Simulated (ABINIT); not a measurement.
# NaHF2 (R-3m): G0W0 with ABINIT, start to end, part 3 of 3

How does a plane-wave GW calculation on NaHF2 (R-3m) run from the first input to the gap?

ABINIT 10.8.3; PBEsol and many-body steps on it, plane waves. Known limits of the many-body steps: not at the basis limit.

So far. Step 3 (Bands along the symmetry lines): The gap is 6.931 eV, as in the run before at this level. Step 4 (Empty states on the mesh, 4×4×4 mesh, 47 bands): On this mesh the gap is 6.931 eV.

### 5. Screening, 4×4×4 mesh, 43 bands, screening to 106.1 eV

The RPA dielectric matrix is built and inverted for each q.

This step: RPA screening on PBEsol, plane waves, norm-conserving pseudopotentials.

Contents of run.abi:

```
acell 3*1.0 Angstrom
rprim 
  1.737000000015 1.002857417591 4.583333333300
  -1.737000000015 1.002857417591 4.583333333300
  -0.000000000000 -2.005714835182 4.583333333300
ntypat 3
znucl 11 1 9
natom 4
typat 1 2 3 3
xred 
  0.000000000000 0.000000000000 0.000000000000
  0.500000000000 0.500000000000 0.500000000000
  0.417600000000 0.417600000000 0.417600000000
  0.582400000000 0.582400000000 0.582400000000
pp_dirpath "pseudos"
pseudos "Na.upf, H.upf, F.upf"
ecut 38
ngkpt 4 4 4
nshiftk 1
shiftk 0 0 0
kptopt 1
chksymbreak 0
istwfk *1
occopt 1
irdwfk 1
optdriver 3
nband 43
ecuteps 3.9
inclvkb 2
awtr 1
symchi 1
indata_prefix "in"
outdata_prefix "out"
tmpdata_prefix "tmp"
```

The run is started by

```bash
$ OMP_NUM_THREADS=1 mpirun -n 4 abinit run.abi > log
```

Numbers of over 12 decimals in the logs are rounded to 6 here.

What it wrote:

```text
.Version 10.8.3 of ABINIT. v10.8.2 released Aug 2026.

 Symmetries : space group R-3 m (#166); Bravais hR (rhombohedral)
[... echo of the input left out ...]
== DATASET  1 ==================================================================
-   mpi_nproc: 4, omp_nthreads: 1 (-1 if OMP is not activated)

--- !DatasetInfo
iteration_state: {dtset: 1, }
dimensions: {natom: 4, nkpt: 13, mband: 43, nsppol: 1, nspinor: 1, nspden: 1, mpw: 3640, }
cutoff_energies: {ecut:  38.0, pawecutdg:  -1.0, }
electrons: {nelect:   2.40000000E+01, charge:   0.00000000E+00, occopt:   1.00000000E+00, tsmear:   1.00000000E-02, }

 SCREENING: Calculation of the susceptibility and dielectric matrices

 Based on a program developped by R.W. Godby, V. Olevano, G. Onida, and L. Reining.
 Incorporated in ABINIT by V. Olevano, G.-M. Rignanese, and M. Torrent.
.Using double precision arithmetic ; gwpc =  8

[... cell and pseudopotentials left out ...]
--------------------------------------------------------------------------------

 ==== K-mesh for the wavefunctions ====
 Number of points in the irreducible wedge :    13
[... list of points left out ...]
 Together with 12 symmetry operations and time-reversal symmetry
 yields    64 points in the full Brillouin Zone.

 ==== Q-mesh for the screening function ====
 Number of points in the irreducible wedge :    13
[... list of points left out ...]
 Together with 12 symmetry operations and time-reversal symmetry
 yields    64 points in the full Brillouin Zone.

 setmesh: FFT mesh size selected  =    36x   36x   36
          total number of points  =        46656

 vcoul_init : cutoff-mode = AUXILIARY_FUNCTION
 q-points for optical limit:   1
     1)      0.000010    0.000020    0.000030

- screening: taking advantage of time-reversal symmetry
- Maximum band index for partially occupied states nbvw = 12
- Remaining bands to be divided among processors   nbcw = 31
- Number of bands treated by each node ~7

 Number of electrons calculated from density =   24.0000; Expected =   24.0000
 average of density, n =  0.074241
 r_s =    1.4760
 omega_plasma =   26.2831 [eV]

 calculating chi0 at frequencies [eV] :
  1    0.000000E+00    0.000000E+00
  2    0.000000E+00    2.628313E+01

--------------------------------------------------------------------------------
  q-point number  1        q = ( 0.000000, 0.000000, 0.000000) [r.l.u.]
--------------------------------------------------------------------------------
[... chi0 elements left out ...]
 For q-point:  0.000010 0.000020 0.000030
  dielectric constant =   1.6564
  dielectric constant without local fields =   1.7304

  Average fulfillment of the sum rule on Im[epsilon] for q-point    1 :     28.16  [%]
[... wings left out ...]
  q-point number  2        q = ( 0.250000, 0.000000, 0.000000) [r.l.u.]
--------------------------------------------------------------------------------
[... chi0 elements left out ...]
  Average fulfillment of the sum rule on Im[epsilon] for q-point    2 :     38.05  [%]

 [... 11 further q-points ...]
```

Run time: 36 s. Hardware: 4 MPI ranks of Arm Neoverse V1, shared host; peak memory 1.2 GiB.

This step gave:

- ε∞ with local fields, on this mesh, along the program's q direction: 1.656
- the same without local fields: 1.730
- plasma frequency: 26.28 eV
- plane waves in the screening matrix: 109

Local fields lower ε∞ by 4 %.

### 6. Self-energy, 4×4×4 mesh, 43 bands, screening to 106.1 eV

The self-energy is evaluated for the states that the input lists, and the levels follow from it, in one-shot runs by the linearised quasiparticle equation.

This step: G0W0 on PBEsol, plane waves, norm-conserving pseudopotentials.

run.abi, as its differences from that of step 5:

```diff
@@ -25,8 +25,17 @@
 irdwfk 1
-optdriver 3
+optdriver 4
 nband 43
+gwcalctyp 0
+ecutsigx 38
+symsigma 1
+nkptgw 2
+kptgw 
+  0.5000000000 0.5000000000 0.5000000000
+  0.0000000000 0.0000000000 0.0000000000
+bdgw 
+  11 14
+  10 14
 ecuteps 3.9
-inclvkb 2
-awtr 1
-symchi 1
+irdscr 1
+ppmodel 1
 indata_prefix "in"
```

What it wrote:

```text
.Version 10.8.3 of ABINIT. v10.8.2 released Aug 2026.

 Symmetries : space group R-3 m (#166); Bravais hR (rhombohedral)
[... echo of the input left out ...]
== DATASET  1 ==================================================================
-   mpi_nproc: 4, omp_nthreads: 1 (-1 if OMP is not activated)

--- !DatasetInfo
iteration_state: {dtset: 1, }
dimensions: {natom: 4, nkpt: 13, mband: 43, nsppol: 1, nspinor: 1, nspden: 1, mpw: 3640, }
cutoff_energies: {ecut:  38.0, pawecutdg:  -1.0, }
electrons: {nelect:   2.40000000E+01, charge:   0.00000000E+00, occopt:   1.00000000E+00, tsmear:   1.00000000E-02, }

 SIGMA: Calculation of the GW corrections

 Based on a program developped by R.W. Godby, V. Olevano, G. Onida, and L. Reining.
 Incorporated in ABINIT by V. Olevano, G.-M. Rignanese, and M. Torrent.
.Using double precision arithmetic ; gwpc =  8

[... cell and pseudopotentials left out ...]
--------------------------------------------------------------------------------

 ==== K-mesh for the wavefunctions ====
 Number of points in the irreducible wedge :    13
[... list of points left out ...]
 Together with 12 symmetry operations and time-reversal symmetry
 yields    64 points in the full Brillouin Zone.

 ==== Q-mesh for screening function ====
 Number of points in the irreducible wedge :    13
[... list of points left out ...]
 Together with 12 symmetry operations and time-reversal symmetry
 yields    64 points in the full Brillouin Zone.

 vcoul_init : cutoff-mode = AUXILIARY_FUNCTION
 q-points for optical limit:   1
     1)      0.000010    0.000020    0.000030
 setmesh: FFT mesh size selected  =    54x   54x   54
          total number of points  =       157464

 Number of electrons calculated from density =   24.0000; Expected =   24.0000
 average of density, n =  0.074241
 r_s =    1.4760
 omega_plasma =   26.2831 [eV]

 === KS Band Gaps ===
  >>>> For spin  1
   Minimum direct gap =   7.1316 [eV], located at k-point      :   0.0000  0.0000  0.0000
   Fundamental gap    =   6.9313 [eV], Top of valence bands at :   0.5000  0.5000  0.5000
                                       Bottom of conduction at :   0.0000  0.0000  0.0000
 SIGMA fundamental parameters:
 PLASMON POLE MODEL  1
 number of plane-waves for SigmaX                 3607
 number of plane-waves for SigmaC and W            109
 number of plane-waves for wavefunctions          3607
 number of bands                                    43
 number of independent spin polarizations            1
 number of spinorial components                      1
 number of k-points in IBZ                          13
 number of q-points in IBZ                          13
 number of symmetry operations                      12
 number of k-points in BZ                           64
 number of q-points in BZ                           64
 number of frequencies for dSigma/dE                 9
 frequency step for dSigma/dE [eV]                0.25
 number of omega for Sigma on real axis              0
 max omega for Sigma on real axis  [eV]           0.00
 zcut for avoiding poles [eV]                     0.10

 EPSILON^-1 parameters (SCR file):
 dimension of the eps^-1 matrix on file            109
 dimension of the eps^-1 matrix used               109
 number of plane-waves for wavefunctions          3607
 number of bands                                    43
 number of q-points in IBZ                          13
 number of frequencies                               2
 number of real frequencies                          1
 number of imag frequencies                          1

 matrix elements of self-energy operator (all in [eV])

 Perturbative Calculation

--- !SelfEnergy_ee
iteration_state: {dtset: 1, }
kpoint     : [   0.500,    0.500,    0.500, ]
spin       : 1
KS_gap     :    8.690
QP_gap     :   13.302
Delta_QP_KS:    4.611
data: !SigmaeeData |
     Band     E0 <VxcDFT>   SigX SigC(E0)      Z dSigC/dE  Sig(E)    E-E0       E
       11  -3.442 -22.457 -30.582   4.624   0.835  -0.198 -25.380  -2.923  -6.365
       12  -3.442 -22.457 -30.582   4.624   0.835  -0.198 -25.380  -2.923  -6.365
       13   5.248  -7.722  -3.833  -2.044   0.915  -0.093  -6.034   1.689   6.937
       14   6.328 -10.325  -5.836  -2.087   0.906  -0.103  -8.148   2.177   8.505

--- !SelfEnergy_ee
iteration_state: {dtset: 1, }
kpoint     : [   0.000,    0.000,    0.000, ]
spin       : 1
KS_gap     :    7.132
QP_gap     :   11.431
Delta_QP_KS:    4.299
data: !SigmaeeData |
     Band     E0 <VxcDFT>   SigX SigC(E0)      Z dSigC/dE  Sig(E)    E-E0       E
       10  -3.668 -22.031 -30.205   4.602   0.835  -0.198 -25.012  -2.981  -6.649
       11  -3.668 -22.031 -30.205   4.602   0.835  -0.198 -25.012  -2.981  -6.649
       12  -3.642 -23.108 -30.379   4.166   0.842  -0.187 -25.723  -2.616  -6.258
       13   3.489  -8.257  -4.342  -2.078   0.916  -0.092  -6.574   1.683   5.173
       14   9.789  -7.583  -3.079  -2.287   0.914  -0.094  -5.557   2.026  11.815

== END DATASET(S) ==============================================================
================================================================================

 -outvars: echo values of variables after computation  --------
           etotal      0.0000000000E+00
            nband          43
             nkpt          13
          spgroup         166
 [... the other variables as echoed above ...]

 Calculation completed.
```

It took 5 s on 4 MPI ranks; peak memory 1.1 GiB; 20 s of CPU time.

Numbers from this step:

```
G0W0 gap on the points computed              : 11.43 eV
starting gap on the mesh                     : 6.931 eV
k of the valence top                         : 0, 0, 0
k of the conduction bottom                   : 0, 0, 0
Z at the valence top                         : 0.842
Z at the conduction bottom                   : 0.916
least direct G0W0 gap on the computed points : 11.43 eV
```

The gap on the mesh goes from 6.93 eV to 11.43 eV, a correction of +4.50 eV.

Limits: finite bands, cutoff and mesh. v1 is the top filled band, c1 the lowest empty one. Levels before and after the correction, in eV, zero at the valence-band top of each column:

```tsv
	conduction bottom	valence top
Kohn-Sham	6.93	0.00
G0W0	11.43	0.00
```

```tsv
	level	energy (eV)
Kohn-Sham	Γ v3-v2	-0.226
Kohn-Sham	Γ v1	-0.200
Kohn-Sham	Γ c1	6.931
Kohn-Sham	Γ c2	13.231
G0W0	Γ v3-v2	-0.391
G0W0	Γ v1	0.000
G0W0	Γ c1	11.431
G0W0	Γ c2	18.073
```

### 7. Where the time went

Times are wall times on 4 MPI ranks of Arm Neoverse V1, shared host, good to a factor of about two.

```tsv
step	time	share	memory (GiB)
ground state	73 s	47 %	0.44
bands along the symmetry lines	23 s	15 %	0.35
empty states on the mesh	18 s	11 %	0.32
screening	36 s	23 %	1.2
self-energy	5 s	3 %	1.1
```

### 8. What came out

```
PBEsol gap           : 6.93 eV, indirect
G0W0 gap on the mesh : 11.43 eV
GW settings          : 4×4×4 mesh, 43 bands, screening to 106.1 eV, Godby-Needs plasmon pole
known limits         : not at the basis limit
```

**Reading.** G0W0 moves the gap on the mesh from 6.93 eV to 11.43 eV (+4.50 eV), with Z of 0.84 and 0.92 at the edges. Local fields lower the RPA ε∞ on this mesh from 1.73 to 1.66. Only 2 of the mesh's irreducible points were corrected, so a valley elsewhere could overtake. The dearest step here is «ground state». Bands and cutoff are finite, so the gap is not at the basis limit. The miss can reach some tenths of an eV and take either sign; the mesh is an error of its own. In the G0W0 run levels were corrected at 2 k points alone, so a gap called «on the mesh» is the least over those, and an edge elsewhere would be missed.

[Paths, hosts, dates, memory and timing lines, banners, echoed tables and standing remarks are left out of the program output.]

[Logs are printed without paths, hosts, clocks, repeated set-up lines and the standing remarks that a program may print on its own settings, such as how far it seeks lower states.]

[Runs of the session that timed out or met a known fault of the program may be left out.]

[Hosts, paths, dates, database ids (printed as entryN), source tags and the programs' standing remarks are cut or masked in the printed files.]

[G0W0 gaps are taken among the corrected bands and points alone; a level outside them can change the order at an edge.]

[Where Ansatz stands beside ABINIT at settings called matched, ABINIT's density can come from a denser mesh and the files from another edition; pairs whose starting gaps differed by over 0.03 eV were left out, so agreement reads better than it is.]
